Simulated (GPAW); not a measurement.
# STM contrast on a 3-layer slab of Cu(100)

Wanted: filled- and empty-state images of a 3-layer slab of Cu(100), with its work function.

Method: GPAW, PAW setups; slab in vacuum, in GPAW 26.7.0.

This is a report of a sequence of runs, with most program output left out.

### 1. The structure

The cell holds 3 atoms: 3 Cu. Cell: a = 2.553 Å, b = 2.553 Å, c = 21.610 Å, α = 90.0°, β = 90.0°, γ = 90.0°. Vacuum lies along c.

As a file:

```
Cu
1.0
     2.55266    0.00000    0.00000
     0.00000    2.55266    0.00000
     0.00000    0.00000   21.61000
Cu
3
Direct
  0.00000 0.00000 0.41647
  0.50000 0.50000 0.50000
  0.00000 0.00000 0.58353
```

### 2. Relaxing the atoms

Forces are removed first; all later runs use this geometry. The lowest 1 atoms are held at bulk positions and keep their forces.

run.py reads:

```python
import json
import numpy as np
from ase import Atoms
from ase.constraints import FixAtoms
from ase.optimize import BFGS
from gpaw import GPAW, PW

slab = Atoms(
    ['Cu', 'Cu', 'Cu'],
    positions=[
        [0.00000, 0.00000, 9.00000],
        [1.27633, 1.27633, 10.80500],
        [0.00000, 0.00000, 12.61000]],
    cell=[[2.55266, 0.0, 0.0], [0.0, 2.55266, 0.0], [0.0, 0.0, 21.61]],
    pbc=[True, True, False])

slab.calc = GPAW(mode=PW(400), xc='PBE', kpts={'size': (12, 12, 1), 'gamma': True},
                 occupations={'name': 'fermi-dirac', 'width': 0.1}, nbands='140%',
                 convergence={'density': 0.0001}, maxiter=200,
                 poissonsolver={'dipolelayer': 'xy'},
                 symmetry={'tolerance': 1e-3}, txt='slab.txt')
result = {}
slab.set_constraint(FixAtoms([0]))
path = []
opt = BFGS(slab, maxstep=0.2)
opt.attach(lambda: path.append((slab.get_potential_energy(), slab.positions.tolist(), slab.get_forces().tolist())))
result['relaxed'] = bool(opt.run(fmax=0.05, steps=30))
result['path'] = path
energy = slab.get_potential_energy()
fermi = slab.calc.get_fermi_level()
v = slab.calc.get_electrostatic_potential().mean((0, 1)) - fermi
n = slab.calc.get_pseudo_density().mean((0, 1))
L = slab.cell[2, 2]
z = np.arange(len(v)) * L / len(v)
low, high = slab.positions[:, 2].min(), slab.positions[:, 2].max()
below, above = np.interp([low - 6.8, high + 6.8], z, v)
slopes = [np.interp(x, z, np.gradient(v, z)) for x in (low - 6.8, high + 6.8)]
eps = np.array([[slab.calc.get_eigenvalues(k, s) for k in range(len(slab.calc.get_ibz_k_points()))]
                for s in range(slab.calc.get_number_of_spins())]) - fermi
top, bottom = eps[eps < 0].max(), eps[eps > 0].min()
dipole = slab.get_dipole_moment()[2]
print(f'energy {energy:.4f} eV, Fermi level {fermi:.4f} eV, dipole {dipole:.5f} e A')
print(f'potential 6.8 A off the faces, from the Fermi level: lower {below:.4f} eV, upper {above:.4f} eV')
print(f'slope of the potential there: lower {slopes[0]:.5f}, upper {slopes[1]:.5f} eV/A')
print(f'nearest levels on the mesh: {top:.4f} and {bottom:.4f} eV')
print('magnetic moment', round(slab.get_magnetic_moment(), 3))
result.update(energy=energy, fermi=fermi, dipole=dipole, below=below, above=above, slopes=slopes, edges=[top, bottom],
              z=z.tolist(), v=v.tolist(), n=n.tolist(), positions=slab.positions.tolist(),
              forces=slab.get_forces(apply_constraint=False).tolist(), moments=slab.get_magnetic_moments().tolist())
json.dump(result, open('result.json', 'w'))
```

Command:

```console
> OMP_NUM_THREADS=1 OPENBLAS_NUM_THREADS=1 python run.py
```

Run time: 38 s. Hardware: 1 thread of Intel Xeon Platinum 8259CL at 2.50GHz (Skylake/Cascade Lake), shared host; peak memory 0.18 GiB.

Numbers from this step:

* dipole along the normal: -1.10e-5 e·Å
* levels nearest the Fermi level on the mesh: -0.004564, 0.04112 eV from the Fermi level
* upper work function: 4.616 eV
* lower work function: 4.616 eV

Table of electrostatic potential energy of an electron (without an applied field's), less the Fermi level, planar mean by z:

z (Å), electrostatic potential energy of an electron (without an applied field's), less the Fermi level, planar mean (eV) and a bar from the least value:
```
        0        4.6 ##############################
        1        4.6 ##############################
        2        4.6 ##############################
        3        4.6 ##############################
        4        4.6 ##############################
        5        4.6 ##############################
        6        4.6 ##############################
        7        4.4 ##############################
        8        1.8 ##########################
        9      -15.7 
       10       -1.9 ####################
       11      -13.8 ###
       12       -3.9 #################
       13       -8.5 ###########
       14        3.5 ############################
       15        4.5 ##############################
       16        4.6 ##############################
       17        4.6 ##############################
       18        4.6 ##############################
       19        4.6 ##############################
       20        4.6 ##############################
       21        4.6 ##############################
```

The pseudo valence density, planar mean oscillates, so the rows of the table below give means over windows of 1 Å about each position, cut where the curve ends. Its maxima inside the range that stand out by 2 % of the span (Å: e/Å³): 9.1: 2.03, 10.8: 2.12, 12.5: 2.03. Its minima: 9.9: 0.306, 11.7: 0.306.

Pseudo valence density, planar mean against z; means over each step:

```
z (Å)  pseudo valence density, planar mean (e/Å³)
    5                                      7.4e-5
    6                                      8.7e-4
    7                                      0.0109
    8                                       0.172
    9                                        1.34
   10                                       0.511
   11                                        1.27
   12                                       0.711
   13                                       0.991
   14                                      0.0536
   15                                     0.00398
   16                                      3.3e-4
   17                                      2.8e-5
```

The starting forces already met the threshold, so no step was taken. The largest force left on a free atom is 0.020 eV/Å.

### 3. Plane waves, PBE

The work function is the vacuum plateau of the electrostatic potential less the Fermi level; a dipole layer lets the two faces have plateaus of their own.

run.py, as its differences from that of step 2:

```diff
@@ -3,4 +3,3 @@
 from ase import Atoms
-from ase.constraints import FixAtoms
-from ase.optimize import BFGS
+from ase.dft.stm import STM
 from gpaw import GPAW, PW
@@ -18,3 +17,3 @@
                  occupations={'name': 'fermi-dirac', 'width': 0.1}, nbands='140%',
-                 convergence={'density': 0.0001}, maxiter=200,
+                 convergence={'density': 1e-05}, maxiter=200,
                  poissonsolver={'dipolelayer': 'xy'},
@@ -22,8 +21,2 @@
 result = {}
-slab.set_constraint(FixAtoms([0]))
-path = []
-opt = BFGS(slab, maxstep=0.2)
-opt.attach(lambda: path.append((slab.get_potential_energy(), slab.positions.tolist(), slab.get_forces().tolist())))
-result['relaxed'] = bool(opt.run(fmax=0.05, steps=30))
-result['path'] = path
 energy = slab.get_potential_energy()
@@ -49,2 +42,15 @@
               forces=slab.get_forces(apply_constraint=False).tolist(), moments=slab.get_magnetic_moments().tolist())
+
+# Images need the states of the whole zone, up to time reversal
+slab.calc = slab.calc.fixed_density(symmetry={'point_group': False}, txt='states.txt',
+                                    convergence={'bands': 'CBM+0.8'})
+stm = STM(slab)
+result['stm'] = []
+for bias in [-0.5, 0.5]:
+    height = high + 4.0
+    current = stm.get_averaged_current(bias, height)
+    x, y, h = stm.scan(bias, current)
+    # [... one line left out ...]
+    print(f'bias {bias} V: mean current at 4.0 A {current:.4e}, corrugation {np.ptp(h):.4f} A')
+    result['stm'].append(dict(bias=bias, current=current, h=(h - high).tolist(), I=I.tolist()))
 json.dump(result, open('result.json', 'w'))
```

The job ended after 91 s (1 thread; peak memory 0.31 GiB).

Numbers from this step:

- levels nearest the Fermi level on the mesh: -0.004540, 0.04110 eV from the Fermi level
- upper work function: 4.615 eV
- lower work function: 4.615 eV
- corrugation -0.5: 0.02014 Å
- corrugation 0.5: 0.01665 Å

The electrostatic potential energy of an electron (without an applied field's), less the Fermi level, planar mean by z:

z (Å), electrostatic potential energy of an electron (without an applied field's), less the Fermi level, planar mean (eV) and a bar from the least value:
```
        0        4.6 ##############################
        1        4.6 ##############################
        2        4.6 ##############################
        3        4.6 ##############################
        4        4.6 ##############################
        5        4.6 ##############################
        6        4.6 ##############################
        7        4.4 ##############################
        8        1.8 ##########################
        9      -15.7 
       10       -1.9 ####################
       11      -13.8 ###
       12       -3.9 #################
       13       -8.5 ###########
       14        3.5 ############################
       15        4.5 ##############################
       16        4.6 ##############################
       17        4.6 ##############################
       18        4.6 ##############################
       19        4.6 ##############################
       20        4.6 ##############################
       21        4.6 ##############################
```

Pseudo valence density, planar mean against z:

```
z (Å)  pseudo valence density, planar mean (e/Å³)
 0.00                                           0
 0.65                                           0
 1.08                                           0
 1.73                                           0
 2.38                                           0
 2.81                                           0
 3.46                                      2.7e-6
 4.11                                      5.3e-6
 4.54                                      1.7e-5
 5.19                                      8.9e-5
 5.83                                      4.3e-4
 6.27                                     0.00127
 6.92                                     0.00646
 7.56                                      0.0333
 8.00                                       0.104
 8.64                                       0.922
 9.29                                        1.20
 9.72                                       0.346
10.37                                       0.711
11.02                                        1.53
11.67                                       0.306
12.10                                       0.555
12.75                                        1.84
13.40                                       0.198
13.83                                      0.0576
14.48                                      0.0111
15.13                                     0.00218
15.56                                      7.4e-4
16.21                                      1.5e-4
16.86                                      3.1e-5
17.29                                      1.2e-5
17.94                                           0
18.58                                           0
19.02                                           0
19.67                                           0
20.31                                           0
20.75                                           0
21.39                                           0
```

Tip height over the top atom over a1 and a2. Sample bias -0.5 V, constant current at the mean current 4.0 Å over the top atom.

Ten even steps from '0' (3.989 Å) to '9' (4.009 Å):
```
679635653697
799645654699
666663136666
334683038643
355333133355
566101210166
355333133355
334683038643
666663136666
799645654699
679635653697
467633533676
```
Columns: a1 from 0 to 0.917; rows upwards: a2 from 0 to 0.917.

Tip height over the top atom over a1 and a2. Sample bias 0.5 V, constant current at the mean current 4.0 Å over the top atom.

Values in Å, 12 rows by 12 columns:
```
4.000 4.003 4.006 4.001 3.998 4.000 4.002 4.000 3.998 4.001 4.006 4.003
4.003 4.006 4.007 4.004 4.001 3.999 3.999 3.999 4.001 4.004 4.007 4.006
3.998 4.001 4.004 4.002 4.000 3.998 3.995 3.998 4.000 4.002 4.004 4.001
3.995 3.998 4.001 4.000 4.001 3.999 3.997 3.999 4.001 4.000 4.001 3.998
3.999 4.000 3.999 3.998 3.999 3.997 3.994 3.997 3.999 3.998 3.999 4.000
4.002 4.002 3.999 3.995 3.997 3.994 3.990 3.994 3.997 3.995 3.999 4.002
3.999 4.000 3.999 3.998 3.999 3.997 3.994 3.997 3.999 3.998 3.999 4.000
3.995 3.998 4.001 4.000 4.001 3.999 3.997 3.999 4.001 4.000 4.001 3.998
3.998 4.001 4.004 4.002 4.000 3.998 3.995 3.998 4.000 4.002 4.004 4.001
4.003 4.006 4.007 4.004 4.001 3.999 3.999 3.999 4.001 4.004 4.007 4.006
4.000 4.003 4.006 4.001 3.998 4.000 4.002 4.000 3.998 4.001 4.006 4.003
3.996 4.000 4.003 3.998 3.995 3.999 4.002 3.999 3.995 3.998 4.003 4.000
```
Columns: a1 from 0 to 0.917; rows upwards: a2 from 0 to 0.917.

The potential is flat to 1.0e-4 eV/Å where it is read, so the vacuum is wide enough.

### 4. A changed run

One more run, with changed settings.

run.py, as its differences from that of step 3:

```diff
@@ -3,3 +3,2 @@
 from ase import Atoms
-from ase.dft.stm import STM
 from gpaw import GPAW, PW
@@ -15,5 +14,5 @@
 
-slab.calc = GPAW(mode=PW(400), xc='PBE', kpts={'size': (12, 12, 1), 'gamma': True},
+slab.calc = GPAW(mode=PW(100), xc='PBE', kpts={'size': (12, 12, 1), 'gamma': True},
                  occupations={'name': 'fermi-dirac', 'width': 0.1}, nbands='140%',
-                 convergence={'density': 1e-05}, maxiter=200,
+                 convergence={'density': 1e-05}, maxiter=75,
                  poissonsolver={'dipolelayer': 'xy'},
@@ -42,15 +41,2 @@
               forces=slab.get_forces(apply_constraint=False).tolist(), moments=slab.get_magnetic_moments().tolist())
-
-# Images need the states of the whole zone, up to time reversal
-slab.calc = slab.calc.fixed_density(symmetry={'point_group': False}, txt='states.txt',
-                                    convergence={'bands': 'CBM+0.8'})
-stm = STM(slab)
-result['stm'] = []
-for bias in [-0.5, 0.5]:
-    height = high + 4.0
-    current = stm.get_averaged_current(bias, height)
-    x, y, h = stm.scan(bias, current)
-    # [... one line left out ...]
-    print(f'bias {bias} V: mean current at 4.0 A {current:.4e}, corrugation {np.ptp(h):.4f} A')
-    result['stm'].append(dict(bias=bias, current=current, h=(h - high).tolist(), I=I.tolist()))
 json.dump(result, open('result.json', 'w'))
```

It took 20 s on 1 thread; peak memory 0.12 GiB.

The run finished. A setting was moved off its sound value on purpose, so it serves as a test and not as the result.

The fault put into the input: a cutoff far too low (ecut = 100).

### 5. Results

| Item | Value |
| --- | --- |
| work function, both faces | 4.62 eV |
| dipole along the normal | -1.1e-5 e Å, near the numerical noise |
| corrugation at -0.5 V | 0.0201 Å as printed, 0.012 Å or less without short-wave noise |
| corrugation at 0.5 V | 0.0167 Å as printed, 0.0075 Å or less without short-wave noise |

**Reading.** At -0.5 V and 0.5 V GPAW's map carries short-wave noise, which can't be real at this height: without waves under 1.5 Å it spans 0.012 Å against 0.020 Å printed and 0.0075 Å against 0.017 Å printed. The reading below uses the filtered value, which may still be too high. In GPAW's constant-current maps the tip height varies by under 0.05 Å at every bias shown (0.012 Å at most), which is near the numerical ripple of the maps: an s-wave tip would see an almost flat surface. Negative sample bias images filled states, positive bias empty ones. The images are of Tersoff-Hamann type: an s-wave tip, no tip-sample forces, heights closer than in a microscope. The slab is only 3.6 Å thick between its outer nuclei, so the values belong to this film more than to the surface of the bulk metal. The in-plane lattice was kept as typed, which isn't the functional's own and leaves some strain; spin-orbit coupling and temperature are left out.

[Logs are printed without paths, hosts, clocks, repeated set-up lines and the standing remarks that a program may print on its own settings, such as how far it seeks lower states.]

[Hosts, paths, dates, database ids (printed as entryN), source tags and the programs' standing remarks are cut or masked in the printed files.]
